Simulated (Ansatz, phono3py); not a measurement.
# Phonon transport in SnTe (Fm-3m), part 2 of 2

Wanted: κ(T), lifetimes and mean free paths for SnTe.

Ansatz 0.2.0; DFT PBEsol, scalar-relativistic, plane waves, PAW.

So far. Step 2 (Probe on a coarse mesh): The start is under -0.33 GPa at this level and looks like an insulator or semiconductor on this mesh. Step 4 (Tight relaxation): The residual pressure is 0.0064 GPa, small enough for phonons. The relaxed cell has a = 6.288 Å (conventional setting).

The database entry behind the starting cell differs from later determinations by our own check (about 0.3 % short), so it need not match the best structure at ambient conditions.

### 6. Third-order constants and the Boltzmann equation

Pairs of atoms inside the cutoff are displaced in a supercell, the forces give the cubic constants, and these give the three-phonon rates of the Boltzmann equation.

File input.yaml:

```yaml
crystal:
  lattice:
    - [0.0, 3.144024258, 3.144024258]
    - [3.144024258, 0.0, 3.144024258]
    - [3.144024258, 3.144024258, 0.0]
  atoms:
    - { symbol: Sn, position: [0.0, 0.0, 0.0] }
    - { symbol: Te, position: [0.5, 0.5, 0.5] }
kpoints:
  mp_grid: { grid: [6, 6, 6] }
hamiltonian:
  xc: pbesol
scf:
  occupations: { method: gaussian, width: 0.01 }
output:
  eigenvalues: true
phonons:
  method: fd
  qmesh: [6, 6, 6]
  temperatures: { t_max: 1000, t_step: 50 }
  qpath:
    path:
      - [[0.0, 0.0, 0.0], [0.5, 0.0, 0.5], [0.625, 0.25, 0.625]]
      - [[0.375, 0.375, 0.75], [0.0, 0.0, 0.0], [0.5, 0.5, 0.5], [0.5, 0.25, 0.75], [0.5, 0.0, 0.5]]
    npoints: 10
  third_order: { supercell: [3, 3, 3], pair_cutoff: 4.596 }
  lattice_thermal_conductivity:
    qmesh: [17, 17, 17]
    temperatures: [50.0, 100.0, 150.0, 200.0, 300.0, 400.0, 500.0, 600.0, 800.0]
    isotope_mass_variance:
      - { species: Sn, variance: 0.0003341 }
      - { species: Te, variance: 0.0002839 }
  dielectric: false
```

Command:

```sh
$ ansatz run input.yaml --threads 16 --pin off --max-ram 30720MiB --backend cpu --events-out ev --progress --plain --runs-dir out
```

Numbers of over 12 decimals in the logs are rounded to 6 here.

The log of the run:

```text
Engine: ansatz 0.2.0, aarch64-unknown-linux-gnu
Pseudopotentials: kind: paw
Pseudopotential: Sn, paw, valence charge 14, recommended cutoff 420 eV (normal), Sn.paw.azcp
Pseudopotential: Te, paw, valence charge 16, recommended cutoff 420 eV (normal), Te.paw.azcp
Functional definition: PBEsol
  exchange = pbesol_x
  correlation = pbesol_c
Crystal: 12 atoms, lattice volume = 372.940 Å³
Basis set: ecut = 420 eV, 7351 PW (Γ), FFT grids on a1, −a1+a2+a3, −a1+a3, exchange–correlation on 60×150×108 points (8 copies of the dense FFT grid, shifted against one another)
Bands: 114, of which v1, the nominal top of the filled ones, is band 90 counted from 1 (89 counted from 0)
Symmetry: 24 space group operations
k-points: 16 of 36
Non-local potential: Sn, projectors of the file, l = 0: 2, l = 1: 2, l = 2: 2, l = 3: 2
Non-local potential: Te, projectors of the file, l = 0: 2, l = 1: 2, l = 2: 2, l = 3: 2
PAW form: soft (Blöchl's): semilocal exchange-correlation on the pseudo side does not see the compensation charge
PAW frozen core: Sn, regenerated for the run's functional, and the local potential with it (the file was generated under x = pbe(κ = 0.804, μ = 0.219515), c = pbe(β = 0.066725))
PAW frozen core: Te, regenerated for the run's functional, and the local potential with it (the file was generated under x = pbe(κ = 0.804, μ = 0.219515), c = pbe(β = 0.066725))
PAW one-centre angular grid: Sn, 590 points (default); XC on 64 Gauss nodes
PAW one-centre angular grid: Te, 590 points (default); XC on 64 Gauss nodes
Initial density: handed on by an earlier stage of this run
Initial wavefunctions: those handed on with the density
Functional: x = pbesol(κ = 0.804, μ = 0.123457), c = pbesol(β = 0.046)
SCF iter   1: F=—  HF=-77111.107109 eV  |F-HF|=—  |Δ(HF+E_count)|=         —  Δρ=2.12e-8  dr2=1.97e-12  ethr=1.00e-12  ⟨swp⟩=3.0  Hψ=4566  notcnv=0  defer=6
preconditioner: auto → Resta (q_TF=auto, 2.416 Å⁻¹)  ε∞=4.0  [insulator: Δε(μ)=0.160 eV  Ē_g=8.663 eV  σ=0.010 eV  W_gap=1.00  n_scr=90 (ndim 8)  ℏωp=14.9 eV  f_vac=0.004  D(μ)=0.00/eV (n_scr^D=0)  ε∞_Penn≈4.0]
SCF iter   2: F=-77111.107109 eV  HF=-77111.107109 eV  |F-HF|=1.46e-11  |Δ(HF+E_count)|=  1.46e-11  Δρ=7.15e-9  dr2=2.74e-13  ethr=1.00e-12  ⟨swp⟩=4.2  Hψ=4711  notcnv=0
SCF 1 converged in 2 iterations: F = -77111.107109 eV  dr2 = 2.74e-13
[...]
Symmetry: 2 space group operations
k-points: 16 of 36 (time reversal used)
[...]
SCF 2 converged in 8 iterations: F = -77111.107101 eV  dr2 = 6.23e-13
[...]
Symmetry: 1 space group operations
k-points: 20 of 36 (time reversal used)
[...]
SCF 3 converged in 7 iterations: F = -77111.107101 eV  dr2 = 3.94e-12
[...]
q = [0.0000, 0.0000, -0.5000] (star 4, supercell 3; hermiticity 2.10e-16, symmetrization 6.82e-6): 78.89 78.89 100.24 100.24 106.97 119.84
  q = [0.0000, 0.1667, 0.1667] (star 6, supercell 9; hermiticity 4.56e-16, symmetrization 1.52e-16): 19.17 19.17 61.60 61.60 70.06 113.20
  q = [0.0000, 0.1667, 0.3333] (star 24, supercell 4; hermiticity 8.08e-16, symmetrization 1.92e-16): 41.47 45.78 82.58 88.77 98.20 118.51
  q = [0.0000, 0.1667, -0.5000] (star 24, supercell 1; hermiticity 6.08e-16, symmetrization 2.78e-16): 66.25 68.08 82.37 99.20 103.38 122.50
  q = [0.0000, 0.1667, -0.3333] (star 24, supercell 5; hermiticity 2.58e-16, symmetrization 3.31e-16): 49.70 76.19 88.83 99.41 102.88 115.48
[...]
q = [0.0000, -0.5000, -0.5000] (star 3, supercell 1; hermiticity 1.14e-16, symmetrization 7.15e-7): 33.06 33.06 38.34 48.79 82.24 82.24
  q = [0.1667, 0.3333, -0.5000] (star 24, supercell 7; hermiticity 2.84e-16, symmetrization 8.88e-18): 38.11 64.38 80.88 81.22 101.11 111.31
  q = [0.1667, 0.3333, -0.3333] (star 24, supercell 3; hermiticity 2.11e-16, symmetrization 4.17e-16): 50.04 54.55 83.86 91.13 101.35 102.91
  q = [0.1667, -0.5000, -0.3333] (star 12, supercell 8; hermiticity 2.15e-16, symmetrization 8.00e-17): 40.48 46.06 73.02 81.64 86.01 104.25
  joined force constants: q→R imaginary residual 6.92e-19
  density of states and harmonic sums: on the 18×18×18 q-mesh, interpolated from the force constants of a 6×6×6 supercell (no non-analytic term)
  largest difference from the sums on the solved wave vectors: F 6.28e-3 eV, S 8.17e-6 and C_V 1.95e-6 eV/K
  zero-point energy: 0.029485 eV/cell   skipped modes (ω ≤ 0): 10, of them read as no rigid motion or as one in doubt: 7 (5.316e-3 modes/cell left out, lowest -48.77 cm⁻¹)   left out of the sums: 9.72e-4 of the cell's modes: C_V's classical limit lies that fraction below 3 k_B per atom; for a crystal, a wire or a layer, F and S can be off by more, and a phonons.interpolated_qmesh denser along its periods is the remedy for the sampling
--- Third-order force constants: 50 member SCFs in a 3×3×3 supercell (pair cutoff 4.596 Å, amplitude 0.03 Å, SCF threshold 1.00e-9 eV, Σ member SCF iterations 394) ---
  symmetry images taken by strict's conditions (phonons.symmetry_images: auto; settled by no image being taken that strict refuses)
  sum-rule residual: 5.400e-1 → 1.109e-15 eV/Å³; symmetrization residual: 3.053e-3 eV/Å³; largest sum-rule correction relative to its orbit: 3.005e-1, on the orbit of the block of home site 1 with site 1 of cell (-1, 0, 0) and site 1 of cell (-1, 0, 0), whose norm before the correction was 5.823e-1 eV/Å³
Error: lattice thermal conductivity: 15 wavevectors of the mesh have an imaginary mode, down to -1.462079 THz, the first at q = [0.0, 0.0, 0.0] (fractions of the given cell's reciprocal vectors): the force constants describe an unstable lattice, or, on a fine mesh, miss the rotational sum rule (a coarser mesh can pass, unconverged), or the crystal is polar and the solve has no dipole-dipole term: give its tensors, where the deck takes them (phonons.non_analytic_term; on a neutral cell with no efield also phonons.isolated: true for a sheet or wire, or phonons.dielectric: true or, of force constants handed in, field_response)
The harmonic force constants that this run solved are whole in <dir>
[key lines of the parts left out:]
SCF converged after 2 iterations
Free energy (F): -77111.107109 eV
Fermi energy:    9.650982 eV
```

Elapsed: 49 min, on 16 threads of Arm Neoverse N1, shared host; peak memory 26 GiB.

The run stopped after its SCF cycle had converged; no result of it is taken.

### 7. Outcome

```yaml
conductivity: not obtained on sound settings
```

**Reading.** No conductivity was obtained: the force constants were solved, but the program refused the transport step, in the last run because 15 wavevectors of its mesh carry an imaginary mode, down to 49i cm⁻¹. The PAW files were made for PBE and are used here under another functional, for which the program regenerates the frozen cores.

[Logs are printed without paths, hosts, clocks, repeated set-up lines and the standing remarks that a program may print on its own settings, such as how far it seeks lower states.]

[Hosts, paths, dates, database ids (printed as entryN), source tags and the programs' standing remarks are cut or masked in the printed files.]

[A step with changed settings may run another functional than the one named; its input shows which.]
